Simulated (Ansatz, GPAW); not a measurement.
# STM contrast on a 8-layer slab of Sr(111), part 3 of 4

Wanted: filled- and empty-state images of a 8-layer slab of Sr(111), with its work function.

GPAW 26.7.0 and Ansatz 0.2.0; Ansatz plane waves; slab in vacuum with a dipole correction, relaxation (the session's first sound run).

So far, upper work function (eV): step 2 (relaxing the atoms, PBE) 2.67; step 3 (plane waves, PBE) 2.67.

## Step 4: A second plane-wave code

A second program with its own datasets checks the number independently.

This step: Ansatz plane waves; slab in vacuum with a dipole correction (Ansatz 0.2.0).

The input, input.yaml:

```yaml
crystal:
  lattice:
    - [4.2992092296, 0.0, 0.0]
    - [2.1496046148, 3.723224409, 0.0]
    - [0.0, 0.0, 38.5720274567]
  atoms:
    - { symbol: Sr, position: [0.6666666667, 0.6666666667, 0.1814786637] }
    - { symbol: Sr, position: [0.0, 0.0, 0.2724847598] }
    - { symbol: Sr, position: [0.3333333333, 0.3333333333, 0.3634908559] }
    - { symbol: Sr, position: [0.6666666667, 0.6666666667, 0.454496952] }
    - { symbol: Sr, position: [0.0, 0.0, 0.5446756073] }
    - { symbol: Sr, position: [0.3333333333, 0.3333333333, 0.6347959404] }
    - { symbol: Sr, position: [0.6666666667, 0.6666666667, 0.7249905609] }
    - { symbol: Sr, position: [0.0, 0.0, 0.8129117538] }
kpoints:
  mp_grid: { grid: [9, 9, 1] }
hamiltonian:
  xc: pbe
scf:
  occupations: { method: fermi_dirac, width: 0.1 }
efield:
  axis: 3
  dipole_correction: true
  ramp_width: 0.05
output:
  forces: true
  band_densities: [{ e_range: [-0.5, 0] }, { e_range: [0, 0.5] }]
  write_potential: true
  write_density: true
  volumetric_format: npy
```

The run is started by

```bash
> ansatz run input.yaml --threads 4 --pin off --max-ram 8192MiB --backend cpu --events-out ev --progress --plain --runs-dir out
```

Numbers of over 12 decimals in the logs are rounded to 6 here.

The log of the run:

```text
[...]
Crystal: 8 atoms, lattice volume = 617.419 Å³
Basis set: ecut = 420 eV, 11991 PW (Γ), exchange–correlation on 60×60×540 points (8 copies of the dense FFT grid, shifted against one another)
Bands: 48, of which v1, the nominal top of the filled ones, is band 40 counted from 1 (39 counted from 0)
Symmetry: 6 space group operations
[...]
k-points: 12 of 81 (time reversal used)
[...]
SCF iter   1: F=—  HF=-28353.338684 eV  |F-HF|=—  |Δ(HF+E_count)|=         —  Δρ=2.79e-3  dr2=6.76e0  ethr=1.77e-3  p=0.005 e·Å  D=1.54e-3 V/Å  ΔV_dip=-0.06 eV  dr2_dipole=4.37e-2  V_vac-E_F(+/−)=2.49/2.55 eV  ⟨swp⟩=15.4  Hψ=7963  notcnv=0
[...]
SCF iter   8: F=-28353.252747 eV  HF=-28353.252747 eV  |F-HF|=1.02e-8  |Δ(HF+E_count)|=   2.85e-9  Δρ=6.39e-7  dr2=1.23e-8  ethr=1.25e-10  p=0.003 e·Å  D=8.90e-4 V/Å  ΔV_dip=-0.03 eV  dr2_dipole=2.17e-10  V_vac-E_F(+/−)=2.67/2.71 eV  ⟨swp⟩=20.8  Hψ=5930  notcnv=0
[...]
SCF 1 converged in 8 iterations: F = -28353.252747 eV  dr2 = 1.23e-8
[...]
SCF converged after 8 iterations
Free energy (F): -28353.252747 eV
[...]
Internal energy: -28352.887321 eV  (E = F + TS)
E sigma→0 (E₀):  -28353.070034 eV
Entropy (-TS):   -0.365426 eV (-45.678 meV/atom)
Fermi energy:    2.909917 eV
Dipole field:    D = 0.000879 V/Å  (p = 0.002998 e·Å, saw-weighted, corrected)
Work function:   Φ+ = 2.6726 eV   Φ− = 2.7070 eV
[...]
--- Forces (eV/Å), atoms counted from 1 ---
  atom   1  Sr    -0.00000000     0.00000000     0.07721332
  atom   2  Sr    -0.00000000    -0.00000000    -0.05211251
  atom   3  Sr     0.00000000    -0.00000000    -0.00223808
  atom   4  Sr    -0.00000000     0.00000000    -0.02288376
  atom   5  Sr    -0.00000000     0.00000000    -0.00093338
  atom   6  Sr    -0.00000000     0.00000000     0.00324132
  atom   7  Sr    -0.00000000     0.00000000    -0.00926407
  atom   8  Sr     0.00000000    -0.00000000     0.00697576
  max |Σ_I F_I| component: 1.40e-6 eV/Å
--- Band table (eV; the first three rows and the last of 12) ---
  k-point 0: bands = [... 36 lower, 0.4300, 0.8698, 1.3036, 1.6730, 2.9948, 3.1307, 3.3560, 3.6287, ... 12 higher]
  k-point 1: bands = [... 36 lower, 0.5904, 1.0287, 1.4652, 1.8444, 2.9972, 3.1603, 3.3964, 3.6568, ... 12 higher]
  k-point 2: bands = [... 36 lower, 1.0359, 1.4623, 1.8974, 2.2977, 3.0063, 3.2428, 3.4980, 3.7010, ... 12 higher]
  k-point 11: bands = [... 36 lower, 2.8016, 2.8072, 2.9080, 2.9298, 2.9337, 3.0237, 3.0953, 3.0961, ... 12 higher]
--- Band densities, each state counted as filled ---
  window                                       electrons  max residual (eV)  cut levels
  e_range: [-0.5, 0]                            3.012346             3.9e-9           0
  e_range: [0, 0.5]                             8.320988             3.9e-7           0
```

Wall time 9.8 s (4 threads of AMD EPYC 9R14 (Zen 4), shared host); peak memory 1.2 GiB; 37 s of CPU time.

Numbers from this step:

| Item | Value |
| --- | --- |
| upper work function | 2.673 eV |
| lower work function | 2.707 eV |
| dipole along the normal | 0.002998 e·Å |
| dipole field | 8.79e-4 V/Å |
| vacuum level above | 5.583 eV |
| vacuum level below | 5.617 eV |
| corrugation e range -0.5 0 4 | 0.02706 Å |
| decay e range -0.5 0 | 0.9102 Å⁻¹ |
| apparent barrier e range -0.5 0 | 3.156 eV, hbar² kappa² / 2m (holds the in-plane momentum too) |
| corrugation e range 0 0.5 4 | 0.05574 Å |
| decay e range 0 0.5 | 0.6868 Å⁻¹ |
| apparent barrier e range 0 0.5 | 1.797 eV, hbar² kappa² / 2m (holds the in-plane momentum too) |

The electrostatic potential energy of an electron (with the applied field's), less the Fermi level, planar mean oscillates, so the rows of the table below give means over windows of 3.5 Å about each position, cut where the curve ends. Its maxima inside the range that stand out by 2 % of the span (Å: eV): 8.7: 1.67, 12.3: 1.67, 15.7: 1.67, 19.3: 1.64, 22.7: 1.62, 26.3: 1.59, 29.7: 1.46. Its minima: 7.0: -14.7, 10.6: -14.4, 14.0: -14.5, 17.6: -14.5, 21.0: -14.5, 24.4: -14.4, 28.0: -14.4, 31.4: -14.4.

The electrostatic potential energy of an electron (with the applied field's), less the Fermi level, planar mean by z; means over each step:

| z (Å) | electrostatic potential energy of an electron (with the applied field's), less the Fermi level, planar mean (eV) |
| --- | --- |
| 1.75 | 2.70 |
| 5.25 | -1.02 |
| 8.75 | -3.91 |
| 12.25 | -3.91 |
| 15.75 | -3.90 |
| 19.25 | -4.05 |
| 22.75 | -4.06 |
| 26.25 | -4.05 |
| 29.75 | -4.45 |
| 33.25 | -0.343 |
| 36.75 | 2.67 |

The valence density, planar mean by z:

| z (Å) | valence density, planar mean (e/Å³) |
| --- | --- |
| 1 | 1.0e-5 |
| 2 | 6.5e-5 |
| 3 | 4.1e-4 |
| 4 | 0.00243 |
| 5 | 0.0113 |
| 6 | 0.0740 |
| 7 | 0.412 |
| 8 | 0.0818 |
| 9 | 0.0426 |
| 10 | 0.290 |
| 11 | 0.300 |
| 12 | 0.0429 |
| 13 | 0.0779 |
| 14 | 0.408 |
| 15 | 0.0862 |
| 16 | 0.0424 |
| 17 | 0.279 |
| 18 | 0.311 |
| 19 | 0.0441 |
| 20 | 0.0805 |
| 21 | 0.408 |
| 22 | 0.0843 |
| 23 | 0.0438 |
| 24 | 0.303 |
| 25 | 0.288 |
| 26 | 0.0430 |
| 27 | 0.0897 |
| 28 | 0.409 |
| 29 | 0.0771 |
| 30 | 0.0488 |
| 31 | 0.362 |
| 32 | 0.217 |
| 33 | 0.0184 |
| 34 | 0.00433 |
| 35 | 7.8e-4 |
| 36 | 1.2e-4 |
| 37 | 1.9e-5 |

E_range_-0.5_0. Table of planar mean of the window's density by height over the top atom:

| height over the top atom (Å) | planar mean of the window's density (e/Å³) |
| --- | --- |
| 1.50 | 0.00341 |
| 1.70 | 0.00283 |
| 1.90 | 0.00229 |
| 2.10 | 0.00180 |
| 2.30 | 0.00138 |
| 2.50 | 0.00104 |
| 2.70 | 7.7e-4 |
| 2.90 | 5.6e-4 |
| 3.10 | 4.0e-4 |
| 3.30 | 2.8e-4 |
| 3.50 | 2.0e-4 |
| 3.70 | 1.4e-4 |
| 3.90 | 9.8e-5 |
| 4.10 | 6.8e-5 |
| 4.30 | 4.7e-5 |
| 4.50 | 3.2e-5 |
| 4.70 | 2.2e-5 |
| 4.90 | 1.5e-5 |
| 5.10 | 1.0e-5 |
| 5.30 | 6.8e-6 |
| 5.50 | 4.5e-6 |
| 5.70 | 3.0e-6 |
| 5.90 | 2.0e-6 |
| 6.10 | 1.3e-6 |

Density over a1 and a2. Constant height 4 Å over the top atom, window e_range_-0.5_0.

Ten even steps from '_' (7.92 × 1e-5 e/Å³) to '@' (8.31 × 1e-5 e/Å³), each cell a mean:
```
________....::--==++++**####%%%%%%%%####****++==--::::..____
________....::--====++**####%%%%%%%%%%%%##****++==--::::..__
....__......::----==++**####%%%%%%%%%%%%%%####**++==----::..
::::......::::--====++**####%%%%@@@@@@@@%%%%%%##**++++==--::
--::::::::::----====++**####%%%%@@@@@@@@@@@@%%%%##****++====
====----------====++++**####%%%%@@@@@@@@@@@@@@%%%%####**++++
++++============++++****####%%%%@@@@@@@@@@@@@@@@@@%%####****
****++++++++++++++++****####%%%%@@@@@@@@@@@@@@@@@@%%%%%%####
##********++++++********####%%%%%%@@@@@@@@@@@@@@@@@@%%%%%%##
######****************######%%%%%%%%@@@@@@@@@@@@@@@@%%%%%%%%
%%############################%%%%%%%%%%%%%%@@@@%%%%%%%%%%%%
####################################%%%%%%%%%%%%%%%%%%%%%%##
############################################################
****################################************************
++********######################********++++++++++++++++++++
==++++++******##################******++++++================
--======++++****################****++++++====--------------
::::----==++++****##############****++++====----::::::::::::
..::::----====++****############******++====--::::..........
__....::::--====++****############****++++==--::::....______
______..::::--==++++**##############****++==----::....______
________..::----==++****##############****++==--::::..______
```
Columns: a1 from 0 to 0.967; rows upwards: a2 from 0 to 0.967.

Tip height over the top atom over a1 and a2. Constant current at the density 8.160e-05 e/Å^3, window e_range_-0.5_0.

Ten even steps from '_' (3.983 Å) to '@' (4.010 Å), each cell a mean:
```
________..::::--==++****####%%%%%%%%######**++==--::::..____
________....::--==++++**####%%%%%%%%%%%%####**++==--::::....
....__....::::--==++++**##%%%%%%%%@@%%%%%%%%##**++==----::::
::::::..::::::--==++++**##%%%%%%@@@@@@@@@@%%%%##****++==----
----::::::::----==++++**##%%%%%%@@@@@@@@@@@@%%%%####**++====
======------======++++**##%%%%%%@@@@@@@@@@@@@@%%%%%%##**++++
++++++==========++++****####%%%%@@@@@@@@@@@@@@@@@@%%%%##****
******++++++++++++****######%%%%@@@@@@@@@@@@@@@@@@@@%%%%####
####******************######%%%%%%@@@@@@@@@@@@@@@@@@%%%%%%##
########************########%%%%%%@@@@@@@@@@@@@@@@@@@@%%%%%%
%%%%########################%%%%%%%%%%%%%%%%@@%%%%%%%%%%%%%%
%%%%##########################%%%%%%%%%%%%%%%%%%%%%%%%%%%%%%
############################################################
##########################################****************##
********##########################**********++++++++++++++**
++++++******######################******++++++==============
--====++++****####################****++++======------------
::----====++++****################****++====----::::::::::::
..::::----==++++****##############****++++==----::..........
__....::::--==++++****##############**++++==--::::....______
______..::::--==++****##############****++====--::....______
______....::--====++**######%%%%%%####****++==--::::..______
```
Columns: a1 from 0 to 0.967; rows upwards: a2 from 0 to 0.967.

E_range_0_0.5. The planar mean of the window's density by height over the top atom:

| height over the top atom (Å) | planar mean of the window's density (e/Å³) |
| --- | --- |
| 1.50 | 0.0120 |
| 1.70 | 0.0109 |
| 1.90 | 0.00967 |
| 2.10 | 0.00835 |
| 2.30 | 0.00703 |
| 2.50 | 0.00578 |
| 2.70 | 0.00467 |
| 2.90 | 0.00370 |
| 3.10 | 0.00291 |
| 3.30 | 0.00226 |
| 3.50 | 0.00174 |
| 3.70 | 0.00133 |
| 3.90 | 0.00102 |
| 4.10 | 7.7e-4 |
| 4.30 | 5.8e-4 |
| 4.50 | 4.4e-4 |
| 4.70 | 3.3e-4 |
| 4.90 | 2.4e-4 |
| 5.10 | 1.8e-4 |
| 5.30 | 1.4e-4 |
| 5.50 | 1.0e-4 |
| 5.70 | 7.5e-5 |
| 5.90 | 5.6e-5 |
| 6.10 | 4.2e-5 |

Density over a1 and a2. Constant height 4 Å over the top atom, window e_range_0_0.5.

Ten even steps from '0' (8.60 × 1e-4 e/Å³) to '9' (9.29 × 1e-4 e/Å³), each cell a mean:
```
000001122344555555554433211000
000001123345566666665544322100
000001123345667777777655433211
110001123345667888888776544321
211111122345677889999887655432
221111122345667889999988766543
322111112334567889999999876554
332211112234556789999999887654
432211111223456678899999887665
433221111122345567888999887765
443221111112234556778888887665
443221111111223345566777777665
433221110011112334455666666655
433221110000111223344455555544
332221110000011112233344444443
222211111000011111222233333333
222111111111111111111222222222
111111111111111111111111111111
011111111112222211111111110000
000011112222222222221111000000
000001122233333333322211100000
000001122333444444433322110000
```
Columns: a1 from 0 to 0.967; rows upwards: a2 from 0 to 0.967.

(Part 3 of 4 ends here.)

[Logs are printed without paths, hosts, clocks, repeated set-up lines and the standing remarks that a program may print on its own settings, such as how far it seeks lower states.]

[Hosts, paths, dates, database ids (printed as entryN), source tags and the programs' standing remarks are cut or masked in the printed files.]
